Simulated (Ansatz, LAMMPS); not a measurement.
# Amorphous SnO2 (108 atoms): geometry optimisation

Aim: bring amorphous SnO2 (108 atoms) to a nearby minimum of the energy and see what moves.

Main program and level: Ansatz 0.2.0; Kohn-Sham DFT, PBE, PAW (set soft_2), plane waves.

Report form: the programs' logs are mostly left out.

## 1. Set-up

The cell holds 108 atoms: 36 Sn and 72 O. Cell: a = 11.343 Å, b = 11.343 Å, c = 11.343 Å, α = 90.0°, β = 90.0°, γ = 90.0°. 108 atoms (36 Sn, 72 O) placed at random at 6.03 g/cm³, melted at 5000 K for 10 ps at fixed volume with the Morse and Coulomb pair potential with partial charges (Pedone, Malavasi, Menziani, Cormack and Segre, J. Phys. Chem. B 110, 11780 (2006)). Quenched from 5000 K to 300 K at 50 K/ps and fixed volume, held 10 ps at zero pressure, then minimised at fixed cell.

Before any run, some limits are plain. The quench rate of 50 K/ps far exceeds what a furnace or splat quench reaches, so expect more defects and frozen-in strain than in a real sample. The starting topology of bonds comes from the classical model. The Brillouin zone is sampled at Γ only, in a cell whose shortest periodic width is 11 Å.

## 2. How the cell was made

A classical potential supplies the starting structure, since it reaches far longer times than DFT.

This step: classical MD, Morse and Coulomb pair potential with partial charges (Pedone, Malavasi, Menziani, Cormack and Segre, J. Phys. Chem. B 110, 11780 (2006)) (LAMMPS 22 Jul 2025 - Update 4).

Contents of in.lmp:

```
# melt-quench of Sn36O72
units metal
atom_style charge
boundary p p p
region box block 0 11.4333 0 11.4333 0 11.4333
create_box 2 box
mass 1 118.7100   # Sn
mass 2 15.9990   # O
create_atoms 1 random 36 383973 NULL overlap 1.5 maxtry 2000
create_atoms 2 random 72 383980 NULL overlap 1.5 maxtry 2000
pair_style hybrid/overlay pedone 5.5 coul/long 8.0
pair_coeff * * coul/long
pair_coeff 1 2 pedone 0.079400 2.156770 2.633076 3   # Sn-O
pair_coeff 2 2 pedone 0.042395 1.379316 3.618701 22   # O-O
set type 1 charge 2.4
set type 2 charge -1.2
kspace_style pppm 1.0e-4
neigh_modify delay 0 every 1 check yes
thermo_style custom step time temp pe press density
thermo_modify norm yes
timestep 0.002
thermo 100
min_style cg
minimize 1e-4 1e-4 200 2000
reset_timestep 0
velocity all create 5000 383974 mom yes dist gaussian
fix lim all nve/limit 0.05
fix lan all langevin 5000 5000 0.2 383975 zero yes
thermo 500
run 1000 post no
unfix lim
unfix lan
thermo 833
fix md all nvt temp 5000 5000 0.2
run 5000 post no
unfix md
thermo 4700
fix md all nvt temp 5000 300 0.2
run 47000 post no
unfix md
thermo 1666
fix md all npt temp 300 300 0.2 iso 0 0 2
run 5000 post no
unfix md
thermo 100
min_style cg
minimize 0 1e-3 2000 20000
write_dump all custom glass.dump id type xs ys zs modify sort id
```

Launch:

```sh
lmp -in in.lmp -log none -nocite
```

Wall time 16 s (1 thread of AMD EPYC 9R45, shared host); peak memory 0.07 GiB.

## 3. Single point at the start

A single point comes first, to see the forces before anything moves.

Contents of input.yaml:

```yaml
crystal:
  lattice:
    - [11.3429, 0.0, 0.0]
    - [0.0, 11.3429, 0.0]
    - [0.0, 0.0, 11.3429]
  atoms:
    - { symbol: Sn, position: [0.84907, 0.47396, 0.23969] }
    - { symbol: Sn, position: [0.97082, 0.17292, 0.52008] }
    - { symbol: Sn, position: [0.60477, 0.03781, 0.73364] }
    - { symbol: Sn, position: [0.75361, 0.64347, 0.02836] }
    - { symbol: Sn, position: [0.95717, 0.82532, 0.87825] }
    - { symbol: Sn, position: [0.63132, 0.79329, 0.24913] }
    - { symbol: Sn, position: [0.17835, 0.56333, 0.66382] }
    - { symbol: Sn, position: [0.3964, 0.64622, 0.00878] }
    - { symbol: Sn, position: [0.84176, 0.62101, 0.72942] }
    - { symbol: Sn, position: [0.01224, 0.64725, 0.44905] }
    - { symbol: Sn, position: [0.74229, 0.34471, 0.63291] }
    - { symbol: Sn, position: [0.44911, 0.42185, 0.79441] }
    - { symbol: Sn, position: [0.9212, 0.89148, 0.14291] }
    - { symbol: Sn, position: [0.20923, 0.25778, 0.67865] }
    - { symbol: Sn, position: [0.97213, 0.34336, 0.81474] }
    - { symbol: Sn, position: [0.33714, 0.38402, 0.19218] }
    - { symbol: Sn, position: [0.38563, 0.92519, 0.05191] }
    - { symbol: Sn, position: [0.80279, 0.1063, 0.98494] }
    - { symbol: Sn, position: [0.14076, 0.08358, 0.26183] }
    - { symbol: Sn, position: [0.38454, 0.18873, 0.93564] }
    - { symbol: Sn, position: [0.52929, 0.10646, 0.21485] }
    - { symbol: Sn, position: [0.68465, 0.6152, 0.46765] }
    - { symbol: Sn, position: [0.35308, 0.07359, 0.51116] }
    - { symbol: Sn, position: [0.07029, 0.59545, 0.01751] }
    - { symbol: Sn, position: [0.14427, 0.40351, 0.38184] }
    - { symbol: Sn, position: [0.10775, 0.05611, 0.9127] }
    - { symbol: Sn, position: [0.09772, 0.31191, 0.09425] }
    - { symbol: Sn, position: [0.88259, 0.87569, 0.55598] }
    - { symbol: Sn, position: [0.20441, 0.80774, 0.24736] }
    - { symbol: Sn, position: [0.42311, 0.7557, 0.49663] }
    - { symbol: Sn, position: [0.44612, 0.39553, 0.5061] }
    - { symbol: Sn, position: [0.56417, 0.71321, 0.77536] }
    - { symbol: Sn, position: [0.65394, 0.12717, 0.48408] }
    - { symbol: Sn, position: [0.82737, 0.1917, 0.26851] }
    - { symbol: Sn, position: [0.16693, 0.89982, 0.63552] }
    - { symbol: Sn, position: [0.61122, 0.35059, 0.08997] }
    - { symbol: O, position: [0.48347, 0.28538, 0.19362] }
    - { symbol: O, position: [0.984, 0.13577, 0.34386] }
    - { symbol: O, position: [0.4251, 0.50881, 0.11302] }
    - { symbol: O, position: [0.71567, 0.66035, 0.86154] }
    - { symbol: O, position: [0.50954, 0.33267, 0.94224] }
    - { symbol: O, position: [0.09175, 0.91721, 0.80094] }
    - { symbol: O, position: [0.32769, 0.89629, 0.55069] }
    - { symbol: O, position: [0.76861, 0.46907, 0.51653] }
    - { symbol: O, position: [0.98685, 0.59839, 0.62626] }
    - { symbol: O, position: [0.10761, 0.28653, 0.51343] }
    - { symbol: O, position: [0.07997, 0.69593, 0.29368] }
    - { symbol: O, position: [0.2733, 0.02793, 0.94274] }
    - { symbol: O, position: [0.84613, 0.7196, 0.47449] }
    - { symbol: O, position: [0.91191, 0.58213, 0.11058] }
    - { symbol: O, position: [0.96459, 0.64524, 0.87171] }
    - { symbol: O, position: [0.91704, 0.26602, 0.65996] }
    - { symbol: O, position: [0.32543, 0.4082, 0.36654] }
    - { symbol: O, position: [0.57377, 0.39731, 0.68071] }
    - { symbol: O, position: [0.16083, 0.54533, 0.48887] }
    - { symbol: O, position: [0.11646, 0.41206, 0.72528] }
    - { symbol: O, position: [0.09852, 0.20205, 0.82141] }
    - { symbol: O, position: [0.16818, 0.46436, 0.17352] }
    - { symbol: O, position: [0.79361, 0.84204, 0.24443] }
    - { symbol: O, position: [0.31549, 0.76433, 0.11451] }
    - { symbol: O, position: [0.22586, 0.0781, 0.65692] }
    - { symbol: O, position: [0.44953, 0.8036, 0.93448] }
    - { symbol: O, position: [0.44756, 0.69536, 0.65035] }
    - { symbol: O, position: [0.83092, 0.44731, 0.76275] }
    - { symbol: O, position: [0.061, 0.92476, 0.23606] }
    - { symbol: O, position: [0.69022, 0.17828, 0.6593] }
    - { symbol: O, position: [0.44976, 0.09076, 0.06267] }
    - { symbol: O, position: [0.68875, 0.64908, 0.64138] }
    - { symbol: O, position: [0.9794, 0.48216, 0.36142] }
    - { symbol: O, position: [0.94512, 0.3202, 0.18596] }
    - { symbol: O, position: [0.17847, 0.2625, 0.26119] }
    - { symbol: O, position: [0.27689, 0.28926, 0.0484] }
    - { symbol: O, position: [0.85657, 0.06141, 0.14775] }
    - { symbol: O, position: [0.34502, 0.25137, 0.55888] }
    - { symbol: O, position: [0.1939, 0.72968, 0.687] }
    - { symbol: O, position: [0.05337, 0.81399, 0.51524] }
    - { symbol: O, position: [0.75806, 0.98432, 0.51493] }
    - { symbol: O, position: [0.73394, 0.59622, 0.29525] }
    [... 24 atom lines left out ...]
    - { symbol: O, position: [0.43537, 0.0925, 0.357] }
    - { symbol: O, position: [0.04552, 0.42003, 0.96592] }
    - { symbol: O, position: [0.57958, 0.76623, 0.41087] }
    - { symbol: O, position: [0.47584, 0.10857, 0.81642] }
    - { symbol: O, position: [0.83262, 0.8017, 0.01448] }
    - { symbol: O, position: [0.88066, 0.80597, 0.71996] }
kpoints:
  mp_grid: { grid: [1, 1, 1] }
hamiltonian:
  xc: pbe
scf:
  occupations: { method: fixed }
output:
  forces: true
  stress: true
  populations: intrinsic
  dos:
    method: { smearing: { sigma: 0.08 } }
    de: 0.1
    projected: { site_lists: { O: [O], Sn: [Sn] } }
  eigenvalues: true
```

Launch:

```sh
ansatz run input.yaml --threads 4 --pin off --max-ram 8192MiB --backend cpu --events-out ev --progress --plain --runs-dir out
```

Run time: 14 s. Hardware: 4 threads of AMD EPYC 9R45, shared host; peak memory 2.5 GiB.

Read from the output:

- free energy: -257693.1385 eV
- free energy per atom: -2386.0476 eV/atom
- SCF cycles: 11
- pressure: 6.433 GPa
- r.m.s. force component: 0.4983 eV/Å
- longest force: 1.441 eV/Å
- Fermi energy: 8.034 eV
- gap (highest filled to lowest empty level): 0.2632 eV

The r.m.s. force component of 0.50 eV/Å and the pressure of 6.4 GPa set the starting point.

Neighbours are counted within 2.43 Å (O-Sn).

Length of the force by element and coordination:

```
element  coordination  atoms  mean length of the force (eV/Å)  spread  least   most
      O           all     72                            0.786   0.281  0.148   1.41
      O             2     25                            0.896   0.287  0.148   1.41
      O             3     46                            0.735   0.258  0.204   1.32
      O             4      1                            0.407       0  0.407  0.407
     Sn           all     36                            0.867   0.296  0.322   1.44
     Sn             4      2                             1.10   0.144  0.954   1.24
     Sn             5     20                            0.859   0.279  0.365   1.44
     Sn             6     14                            0.846   0.320  0.322   1.42
```

## 4. Relaxation

The atoms are relaxed in the fixed cell, aiming at the force tolerance of the input.

input.yaml, the sections that differ from step 3:

```yaml
output:
  forces: true
relax:
  f_tol: 0.05
  max_steps: 200
# crystal, kpoints, hamiltonian, scf: as in step 3
```

It took 84 s on 4 threads; peak memory 2.3 GiB; 5.3 min of CPU time.

Relaxation path:

| step | energy less that of the first step (eV) | largest force component (eV/Å) |
| --- | --- | --- |
| 1 | 0.0000 | 1.2570 |
| 2 | -2.9720 | 0.6309 |
| 3 | -3.5898 | 0.3943 |
| 4 | -4.0434 | 0.1824 |
| 5 | -4.1726 | 0.1346 |
| 6 | -4.2180 | 0.1653 |
| 7 | -4.2234 | 0.1711 |
| 8 | -4.2438 | 0.0976 |
| 9 | -4.2459 | 0.0574 |
| 10 | -4.2511 | 0.0797 |
| 11 | -4.2438 | 0.0905 |
| 12 | -4.2531 | 0.0451 |

Relaxation step 11 was tried and not accepted.

The atoms that moved most (Å):

| atom | dx | dy | dz | length |
| --- | --- | --- | --- | --- |
| O91 | -0.396 | -0.068 | 0.384 | 0.556 |
| O92 | 0.230 | -0.382 | -0.227 | 0.500 |
| O106 | -0.331 | 0.144 | -0.212 | 0.418 |
| O103 | 0.353 | 0.121 | 0.176 | 0.412 |
| O43 | -0.138 | -0.154 | -0.300 | 0.364 |
| O97 | -0.133 | 0.121 | 0.262 | 0.317 |
| O87 | 0.306 | 0.080 | -0.011 | 0.316 |
| O95 | 0.282 | -0.051 | 0.105 | 0.305 |

The relaxation changed the energy by -39.4 meV/atom, and atoms moved by 0.18 Å r.m.s., 0.56 Å at most.

## 5. Distances and neighbours after relaxation

Bonds before and after, by the cutoffs listed below:

```
pair  bonds before  bonds after  mean before (Å)  mean after (Å)  spread before (Å)  spread after (Å)
O-Sn           204          209            2.080           2.109              0.144             0.120
```

Density 6.17 g/cm³, 13.51 Å³ an atom.

Pair distribution functions g(r), in bins of 0.1 Å:

```
r (Å)  total   O-O  O-Sn  Sn-Sn
 1.85   0.00  0.00  0.00   0.00
 1.95   1.45  0.00  3.26   0.00
 2.05   4.21  0.00  9.47   0.00
 2.15   2.86  0.00  6.43   0.00
 2.25   0.36  0.00  0.81   0.00
 2.35   0.36  0.00  0.81   0.00
 2.45   0.13  0.15  0.15   0.00
 2.55   0.61  1.10  0.27   0.00
 2.65   0.94  2.04  0.07   0.00
 2.75   0.92  2.07  0.00   0.00
 2.85   1.45  3.21  0.06   0.00
 2.95   1.21  2.57  0.15   0.00
 3.05   0.99  2.07  0.10   0.19
 3.15   0.96  1.71  0.09   1.44
 3.25   1.21  1.61  0.38   2.89
 3.35   0.78  0.92  0.36   1.93
 3.45   0.82  0.79  0.60   1.81
 3.55   0.93  0.92  0.75   1.71
 3.65   1.00  0.37  0.87   4.04
 3.75   0.93  0.54  1.18   1.52
 3.85   1.11  0.66  1.18   2.65
 3.95   0.87  0.66  0.86   1.72
 4.05   1.20  1.09  1.39   0.87
 4.15   1.03  1.09  1.12   0.41
 4.25   0.97  0.74  1.36   0.30
 4.35   1.01  0.71  1.44   0.47
 4.45   0.92  0.43  1.52   0.45
 4.55   1.00  0.54  1.64   0.26
 4.65   0.96  0.62  1.45   0.33
 4.75   1.06  0.80  1.47   0.48
 4.85   0.97  0.82  1.18   0.77
 4.95   0.98  0.97  1.03   0.88
 5.05   1.05  1.19  0.83   1.34
 5.15   1.07  1.18  1.01   0.88
 5.25   1.03  1.23  0.86   0.91
 5.35   1.13  1.35  0.95   1.00
 5.45   1.01  1.48  0.51   1.14
 5.55   1.18  1.38  0.95   1.28
 5.65   1.00  1.15  0.80   1.18
```

Bonds by pair of elements; cutoffs follow the first minimum of g(r), held within bounds set by covalent radii, and pairs that aren't listed don't count as bonded:

```csv
pair A-B,cutoff (Å),bonds,mean length (Å),spread (Å),shortest (Å),B about A,A about B
O-Sn,2.73,209,2.11,0.12,1.90,2.90,5.81
```

How many atoms have how many bonded neighbours:

```csv
element,mean,2,3,4,5,6,7
O,2.90,12,55,5,0,0,0
Sn,5.81,0,0,0,11,21,4
```

Bond angles (no mean is given where the spread exceeds 20°):

```
  angle  count  mean (°)  spread (°)
 O-Sn-O    509         -           -
Sn-O-Sn    207       116        17.8
```

Bond length by coordination (bonds to H left out):

| element | coordination | atoms | mean bond length (Å) |
| --- | --- | --- | --- |
| O | 2 | 12 | 1.98 |
| O | 3 | 55 | 2.11 |
| O | 4 | 5 | 2.25 |
| Sn | 5 | 11 | 2.05 |
| Sn | 6 | 21 | 2.12 |
| Sn | 7 | 4 | 2.18 |

First main peaks of g(r), for some of the pairs, lie near 2.9 Å (O-O) and 2.1 Å (O-Sn). With the cutoffs above, 76 % of O atoms have 3 and 58 % of Sn atoms have 6 bonded neighbours. Bonds at O atoms with 2 neighbours average 1.98 Å, against 2.25 Å at those with 4.

(Part 1 of 2 ends here.)

[Logs are printed without paths, hosts, clocks, repeated set-up lines and the standing remarks that a program may print on its own settings, such as how far it seeks lower states.]

[Hosts, paths, dates, database ids (printed as entryN), source tags and the programs' standing remarks are cut or masked in the printed files.]
